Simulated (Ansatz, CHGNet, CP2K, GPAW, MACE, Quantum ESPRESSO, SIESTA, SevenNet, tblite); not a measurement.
# tblite runs on C(111) slab, H on the bottom face (99 atoms)

Aim: run C(111) slab, H on the bottom face (99 atoms) in tblite and see how near its forces come to a plane-wave reference, and at what cost.

Calculated with tblite 0.8.0; the method is named at each step.

## (1) The starting structure

The cell holds 99 atoms: 90 C and 9 H. Cell: a = 7.567 Å, b = 7.567 Å, c = 21.842 Å, α = 90.0°, β = 90.0°, γ = 120.0°. It derives from C (diamond-structure). Diamond-structure C (a = 3.567 Å), (111) slab of 10 atomic planes, 3 x 3 surface cells, H on the broken bonds of the bottom face, 12 Å of vacuum; displaced by a Gaussian of 0.02 Å. Then every atom was moved at random, 0.03 Å r.m.s. a Cartesian component (hydrogen 0.6 of that). Regions: slab, 90 atoms (90 C); hydrogen, 9 atoms (9 H). Vacuum lies along c.

The yardstick, on the same geometry:

| Property | Result |
| --- | --- |
| method | Kohn-Sham DFT, PBE, SSSP efficiency 1.3.0 pseudopotentials, plane waves (Quantum ESPRESSO 7.5); sssp-pbe-1.3.0-efficiency, cutoffs 45/360 Ry, Γ point |
| r.m.s. force component | 1.864 eV/Å |
| longest force | 6.662 eV/Å |
| time | 3.4 min on 4 MPI ranks of Intel Xeon 6975P-C (Granite Rapids), shared host |
| CPU time | 14 min |

## (2) GFN1-xTB

Method: GFN1-xTB tight binding, diagonalisation.

run.py reads:

```python
import numpy as np
from ase.io import read
from tblite.ase import TBLite

atoms = read("structure.xyz")
atoms.calc = TBLite(method="GFN1-xTB", electronic_temperature=580, accuracy=1.0, max_iterations=250, mixer_damping=0.1, verbosity=1)
energy = atoms.get_potential_energy()
forces = atoms.get_forces()
print(f"energy {energy:.6f} eV")
print("forces (eV/A)")
for i, (a, f) in enumerate(zip(atoms, forces)):
    print(f"{i:4d} {a.symbol:2s} {f[0]:10.5f} {f[1]:10.5f} {f[2]:10.5f}")
print("charges (e)")
print(np.array2string(atoms.get_charges(), precision=4, suppress_small=True, max_line_width=110, threshold=100000))
```

structure.xyz reads:

```xyz
99
Lattice="7.56675 0.00000 0.00000 -3.78337 6.55300 0.00000 0.00000 0.00000 21.84249" Properties=species:S:1:pos:R:3 pbc="T T T"
C -0.00525 5.85910 7.59813
C -1.28475 6.55195 7.10449
C -1.21559 5.08146 9.61834
C 0.02800 5.81579 9.17472
C 2.54050 0.00806 11.73095
C -1.21170 5.14417 11.21022
C 0.05645 5.88302 13.75596
C 2.49952 0.03250 13.30950
C -1.22153 5.10118 15.81986
C 0.01529 5.86244 15.36532
C 1.26762 3.63187 7.61779
C 0.03012 4.38645 7.09226
C -0.00601 2.89387 9.73651
C 1.29093 3.62479 9.15615
C 0.00352 4.40001 11.75585
C 0.03019 2.86917 11.22486
C 1.26656 3.63357 13.81734
C -0.04941 4.35971 13.19046
C -0.00427 2.94472 15.79496
C 1.23486 3.62256 15.27598
C 2.54478 5.82011 7.58612
C 5.01501 0.00931 7.15123
C 1.24587 5.09705 9.68780
C 2.50146 5.78650 9.16052
C 5.00321 0.06134 11.79079
C 1.18061 5.09397 11.18445
C 2.48334 5.83649 13.79004
C 1.32952 6.53550 13.24354
C 1.28230 5.11167 15.80282
C 2.57716 5.69928 15.29673
C 2.54020 1.44068 7.59616
C 1.23936 2.22527 7.06932
C 1.22918 0.76559 9.55915
C 2.49082 1.43576 9.13147
C 1.26963 2.21413 11.68792
C 1.31563 0.74101 11.26111
C 2.52873 1.47285 13.73347
C 1.25813 2.15699 13.34401
C 1.24844 0.76775 15.85131
C 2.52881 1.39028 15.32600
C 3.81164 3.66555 7.63242
C 2.50524 4.36358 7.10318
C 2.49991 2.88778 9.65569
C 3.75845 3.62532 9.15397
C 2.50429 4.33363 11.69294
C 2.50921 2.95108 11.21000
C 3.75720 3.69576 13.75400
C 2.62468 4.40781 13.31059
C 2.53857 2.90901 15.83340
C 3.76866 3.60579 15.25589
C -2.51518 5.82286 7.55750
C 0.03488 0.00577 7.11934
C 3.74948 5.08513 9.66530
C -2.53342 5.85838 9.17210
C 3.78966 6.52810 11.73379
C 3.73832 5.09804 11.22114
[... 39 atom lines left out ...]
H 0.01006 0.01782 6.00668
H 3.80222 2.19276 5.99096
H 5.02762 4.34484 6.04491
H -1.22736 2.17055 6.03726
```

Command:

```
OMP_NUM_THREADS=1 python run.py > output.txt
```

The log of the run:

```text
------------------------------------------------------------
  cycle        total energy    energy error   density error
------------------------------------------------------------
      1     -193.5445536284  -1.9536518E+02   8.6540980E-01
      2     -195.4067934437  -1.8622398E+00   7.8203718E-01
      3     -194.8705743155   5.3621913E-01   5.5558637E-01
      4     -183.4189494721   1.1451625E+01   1.8811768E-01
      5     -194.6813799417  -1.1262430E+01   1.4677074E-01
      6     -194.9450566483  -2.6367671E-01   1.2302490E-01
      7     -195.1884896307  -2.4343298E-01   8.2856870E-02
      8     -195.3478308459  -1.5934122E-01   5.7728909E-02
      9     -195.4925881253  -1.4475728E-01   3.4101952E-02
     10     -195.5419027935  -4.9314668E-02   2.1233747E-02
     11     -195.5786332434  -3.6730450E-02   1.8230756E-02
     12     -195.5937011570  -1.5067914E-02   1.4919407E-02
     13     -195.5991694961  -5.4683391E-03   7.1058793E-03
     14     -195.5844992547   1.4670241E-02   2.1808523E-02
     15     -195.5998898698  -1.5390615E-02   9.2437441E-03
     16     -195.5980939674   1.7959024E-03   1.0143328E-02
     17     -195.6015672183  -3.4732509E-03   2.2318321E-03
     18     -195.6016405129  -7.3294660E-05   1.8671328E-03
     19     -195.6013614836   2.7902932E-04   3.4942540E-03
     20     -195.6014533692  -9.1885561E-05   2.8789802E-03
     21     -195.6017695123  -3.1614313E-04   1.0355836E-03
     22     -195.6017840341  -1.4521773E-05   8.5852930E-04
     23     -195.6018067879  -2.2753797E-05   1.0725965E-04
     24     -195.6018068649  -7.7061998E-08   7.0848347E-05
     25     -195.6018065249   3.4007775E-07   1.4760657E-04
     26     -195.6018068640  -3.3909265E-07   9.7839995E-05
     27     -195.6018071250  -2.6102299E-07   2.6231009E-05
     28     -195.6018071291  -4.1508201E-09   2.3375787E-05
     29     -195.6018071385  -9.4152881E-09   1.2787621E-05
------------------------------------------------------------
 total:                                   3.998 sec
energy -5322.596281 eV
forces (eV/A)
   0 C    -0.10141   -1.58329    0.93443
   1 C     1.31682    0.40198    0.29507
   2 C    -1.70322    1.73223    2.15599
   3 C    -0.89511    0.80426   -1.96785
   4 C     0.67781    0.02841    0.51493
   5 C    -2.61542   -2.05356   -0.61258
   6 C    -2.46252   -2.28348    0.04654
   7 C     1.62866   -1.15524   -1.23588
   8 C    -1.46254    0.20995   -3.22086
   9 C     0.97087   -2.80931    1.31827
  10 C    -0.33848    0.91120   -0.13547
  11 C    -0.99864   -0.26834   -0.72399
  12 C     0.54191    1.54279   -2.95359
  13 C    -2.02716    0.39673    0.50125
  14 C    -1.01696   -1.93920   -2.96890
  15 C    -1.73007    2.32150    0.72929
  16 C     0.36960    0.49611   -3.06976
  17 C     3.26227    1.70624    4.72993
  18 C     0.56851   -1.45148   -2.55367
  19 C     1.07622    0.85182    5.34227
  20 C    -1.35846    0.13818    1.37212
  21 C     1.84951    0.55641   -2.69626
  22 C     0.48732   -0.76649   -1.02362
  23 C     0.62653    1.48276   -0.69341
[...]
91 H     0.33185    0.36002    1.06758
  92 H    -0.21290    0.20507    1.33368
  93 H    -0.11210    0.21241   -1.55464
  94 H     0.00469   -0.06251    0.34449
  95 H     0.00253    0.10226    0.29638
  96 H     0.00720    0.23850   -0.05440
  97 H    -0.16429    0.05813   -1.12884
  98 H    -0.03062   -0.11323   -1.96507
charges (e)
[ 0.0086 -0.0283  0.002  -0.0011  0.0068 -0.0117  0.0176 -0.0015 -0.0518  0.0416  0.0167 -0.0353  0.0022
 -0.0089  0.0124  0.0019  0.0143 -0.0075 -0.0471  0.022   0.0036 -0.029   0.0107 -0.0028  0.0095 -0.0092
  0.0406  0.0146 -0.0524  0.0399  0.0003 -0.0427  0.0026  0.0024  0.0006 -0.0151  0.0243 -0.0029 -0.0568
  0.0137  0.0108 -0.0345  0.0048 -0.0007 -0.0085  0.012   0.0301  0.0003 -0.0626  0.0109  0.0105 -0.0263
 -0.0003 -0.0138  0.0104  0.0038  0.0236 -0.0136 -0.0779  0.0191  0.0106 -0.0357 -0.0055  0.0009 -0.0079
  0.0063  0.0312 -0.0003 -0.0465  0.0272  0.0066 -0.0292 -0.0066 -0.0036 -0.0068 -0.0093  0.0342 -0.0047
 -0.068   0.0356  0.0125 -0.0386 -0.0133  0.0063  0.0095 -0.0132  0.0395 -0.0223 -0.0693  0.0375  0.0396
  0.0302  0.0224  0.0427  0.0335  0.0335  0.0362  0.0399  0.0422]
```

Wall time 4.5 s (1 thread of Intel Xeon 6975P-C (Granite Rapids), shared host); peak memory 0.12 GiB.

Banners, paths, timers and routine set-up lines are dropped from the logs unmarked, and long logs keep their key lines alone; longer cuts are marked.

Numbers from this run, and their distance from the reference:

* r.m.s. force component: 1.823 eV/Å
* r.m.s. difference of force components: 384 meV/Å
* longest difference of force vectors: 1854 meV/Å
* force difference over r.m.s. force: 20.6 %
* slope of forces against the reference's: 0.9569
* correlation of force components: 0.9786

Length of the force difference by element (eV/Å):

| element | atoms | mean | most |
| --- | --- | --- | --- |
| C | 90 | 0.61 | 1.9 |
| H | 9 | 0.24 | 0.27 |

A closer look about C48, which bears the longest force among the free atoms: 9 atoms, nearest first, numbered in the order of the input, with positions taken from that point.

| atom | x | y | z | distance (Å) | bonds | Mulliken charge (e) | Fx | Fy | Fz (eV/Å) |
| --- | --- | --- | --- | --- | --- | --- | --- | --- | --- |
| C48 | 0.00 | 0.00 | 0.00 | 0.00 | 4 | 0.00 | -6.30 | -0.69 | -2.93 |
| C47 | 1.13 | -0.71 | 0.44 | 1.41 | 4 | 0.03 | 4.09 | -2.88 | 0.34 |
| C27 | -0.14 | 1.43 | 0.48 | 1.51 | 4 | 0.04 | 3.36 | -0.65 | -1.00 |
| C45 | -0.12 | -0.07 | -1.62 | 1.62 | 4 | -0.01 | -0.39 | 3.03 | 1.81 |
| C17 | -1.36 | -0.77 | 0.51 | 1.64 | 4 | 0.01 | 0.37 | 0.50 | -3.07 |
| C30 | -0.05 | 1.29 | 1.99 | 2.37 | 4 | 0.04 | -2.98 | 4.67 | 3.72 |
| C50 | 1.14 | -0.80 | 1.95 | 2.40 | 4 | 0.01 | 1.29 | 0.77 | 5.18 |
| C58 | 1.10 | 2.17 | -0.06 | 2.43 | 4 | -0.01 | 2.46 | -1.16 | 1.72 |
| C78 | 2.45 | -0.04 | -0.07 | 2.45 | 4 | 0.00 | -1.21 | 0.65 | 1.30 |

Atoms are counted from 1 here, from 0 in the log.

Forces lie 21 % from the reference's, at 0.0055 times its CPU time (on 1 against 4 cores).

The difference per atom is largest on C (0.61 eV/Å on average, against 0.24 on H).

## (3) GFN2-xTB

Method: GFN2-xTB tight binding, diagonalisation.

run.py, as its differences from that of step 2:

```diff
@@ -5,3 +5,3 @@
 atoms = read("structure.xyz")
-atoms.calc = TBLite(method="GFN1-xTB", electronic_temperature=580, accuracy=1.0, max_iterations=250, mixer_damping=0.1, verbosity=1)
+atoms.calc = TBLite(method="GFN2-xTB", electronic_temperature=580, accuracy=1.0, max_iterations=250, mixer_damping=0.1, verbosity=1)
 energy = atoms.get_potential_energy()
```

structure.xyz is that of step 2.

The log of the run:

```text
------------------------------------------------------------
  cycle        total energy    energy error   density error
------------------------------------------------------------
      1     -195.3464049223  -1.9783906E+02   7.6980477E-02
      2     -197.4538578367  -2.1074529E+00   8.2237399E-02
      3     -197.6253643752  -1.7150654E-01   7.1645156E-02
      4     -197.8722969070  -2.4693253E-01   5.4277103E-02
      5     -197.8171930935   5.5103813E-02   5.6467791E-02
      6     -197.7463688527   7.0824241E-02   4.7723689E-02
      7     -197.8310556962  -8.4686843E-02   2.4597795E-02
      8     -197.8485149942  -1.7459298E-02   2.5049606E-02
      9     -197.9050083049  -5.6493311E-02   1.7511250E-02
     10     -197.9229987011  -1.7990396E-02   9.2734728E-03
     11     -197.9292119589  -6.2132577E-03   5.5900169E-03
     12     -197.9301251480  -9.1318915E-04   4.6864042E-03
[...]
20     -197.9323363534  -2.3891348E-06   1.7523243E-04
     21     -197.9323374018  -1.0484520E-06   1.3136035E-04
     22     -197.9323390684  -1.6665206E-06   4.4425466E-05
     23     -197.9323390654   2.9476155E-09   4.1377455E-05
     24     -197.9323392282  -1.6276218E-07   8.5295717E-06
------------------------------------------------------------
 total:                                  10.395 sec
energy -5386.013289 eV
forces (eV/A)
   0 C    -0.08060   -1.55752    0.77308
   1 C     1.29834    0.39787    0.42438
   2 C    -1.70758    1.71699    2.04913
   3 C    -0.88730    0.79839   -1.93177
   4 C     0.66316    0.00504    0.43289
   5 C    -2.59880   -2.03248   -0.61868
   6 C    -2.45724   -2.25403    0.10518
   7 C     1.61620   -1.13271   -1.16303
   8 C    -1.42879    0.22709   -3.31672
   9 C     0.95995   -2.79900    1.32877
  10 C    -0.34365    0.91433   -0.25056
  11 C    -1.00201   -0.26630   -0.49732
[...]
94 H     0.00229   -0.05818    0.44239
  95 H    -0.01229    0.09658    0.36535
  96 H     0.00706    0.23291    0.06441
  97 H    -0.15584    0.06287   -0.99274
  98 H    -0.04501   -0.11975   -1.77458
charges (e)
[ 0.0072 -0.0291  0.001   0.0049  0.0049 -0.0112  0.0065  0.0017 -0.0521  0.039   0.0142 -0.0348  0.002
 -0.0021  0.0111  0.0016  0.0076 -0.0027 -0.0429  0.0229  0.0018 -0.0281  0.0099  0.0021  0.0076 -0.0077
  0.0328  0.0184 -0.0521  0.036  -0.0014 -0.0411  0.0022  0.0066 -0.0006 -0.0152  0.0184 -0.0006 -0.046
  0.0096  0.0096 -0.0342  0.0048  0.0039 -0.0081  0.0097  0.0242  0.0022 -0.06    0.0092  0.0096 -0.0277
 -0.0007 -0.0095  0.0068  0.0026  0.0153 -0.008  -0.0613  0.014   0.0091 -0.036  -0.0068  0.0053 -0.0085
  0.0061  0.0211  0.0024 -0.0398  0.023   0.0042 -0.03   -0.0067  0.0006 -0.0086 -0.0102  0.0242 -0.0006
 -0.0547  0.0317  0.0102 -0.0378 -0.0132  0.0102  0.0064 -0.0125  0.0281 -0.0155 -0.068   0.0334  0.0427
  0.0279  0.0181  0.0454  0.0339  0.034   0.0368  0.0439  0.046 ]
```

Run time: 11 s. Hardware: 1 thread; peak memory 0.12 GiB.

Compared with the plane-wave run:

* r.m.s. force component: 1.803 eV/Å
* r.m.s. difference of force components: 360.2 meV/Å
* longest difference of force vectors: 1844 meV/Å
* force difference over r.m.s. force: 19.32 %
* slope of forces against the reference's: 0.9491
* correlation of force components: 0.9813

Against the first run (21 %), the force difference from the reference is 19 %, at 2.5 times the CPU time.

## (4) All runs compared

Differences are against the plane-wave reference, forces as r.m.s. over components; share is that over the reference's r.m.s. force, slope the least-squares factor from reference forces to these. Total energies of different programs have different zeros and aren't compared.

| run | Δ force, r.m.s. (meV/Å) | share (%) | slope | cores | CPU time | memory (GiB) |
| --- | --- | --- | --- | --- | --- | --- |
| reference | - | - | - | 4 | 14 min | 2.7 |
| tblite GFN1-xTB | 384 | 20.6 | 0.957 | 1 | 4.5 s | 0.12 |
| tblite GFN2-xTB | 360 | 19.3 | 0.949 | 1 | 11 s | 0.12 |

CPU time is summed over cores on a shared host, where runs went side by side, so it is rough. Symmetry, cutoffs, thresholds, outputs and thread counts weren't matched or tuned between programs; memory under MPI is the largest rank's times the ranks.

A second geometry, displaced anew (every atom was moved at random, 0.04 Å r.m.s. a Cartesian component (hydrogen 0.6 of that)), gives an energy difference that all programs can be tested on. The reference puts it at 41.80 meV/atom.

| run | energy less the first geometry's (meV/atom) | error (meV/atom) | force share at the second geometry (%) |
| --- | --- | --- | --- |
| tblite GFN1-xTB | 44.19 | 2.39 | 18.9 |
| tblite GFN2-xTB | 44.44 | 2.64 | 17.8 |

## (5) What came out

```json
{
 "nearest in forces": "tblite GFN2-xTB, 19 %",
 "its CPU time": "11 s"
}
```

In words: Tight binding differs by 19 % (tblite GFN2-xTB) to 21 % (tblite GFN1-xTB); it is another model, with fitted parameters of its own, and the xTB methods hold dispersion. Of the electronic-structure runs that take under half the reference's CPU time, tblite GFN2-xTB comes nearest, at 19 % in 11 s against 14 min. The energy difference between the two geometries, 41.8 meV/atom in the reference, is met best by tblite GFN1-xTB (+2.39) and worst by tblite GFN2-xTB (+2.64). Periodic xTB results under one method name differ between programs and library versions. The electron count is odd in QE PBE, sssp-1.3.0-efficiency, 45/360 Ry, and they have no spin polarisation, so the unpaired electron is spread evenly over both spins. The runs have no spin polarisation, so any moments at edges, vacancies or dangling bonds can't form. The electronic-structure runs sample only Γ, in a cell whose shortest periodic width is 7 Å, which is coarse for a cell with partly filled levels.

[Also dropped from logs without a mark: logging warnings of Python, and SIESTA's first energy breakdown and zero terms.]

[Logs are printed without paths, hosts, clocks, repeated set-up lines and the standing remarks that a program may print on its own settings, such as how far it seeks lower states.]

[Hosts, paths, dates, database ids (printed as entryN), source tags and the programs' standing remarks are cut or masked in the printed files.]
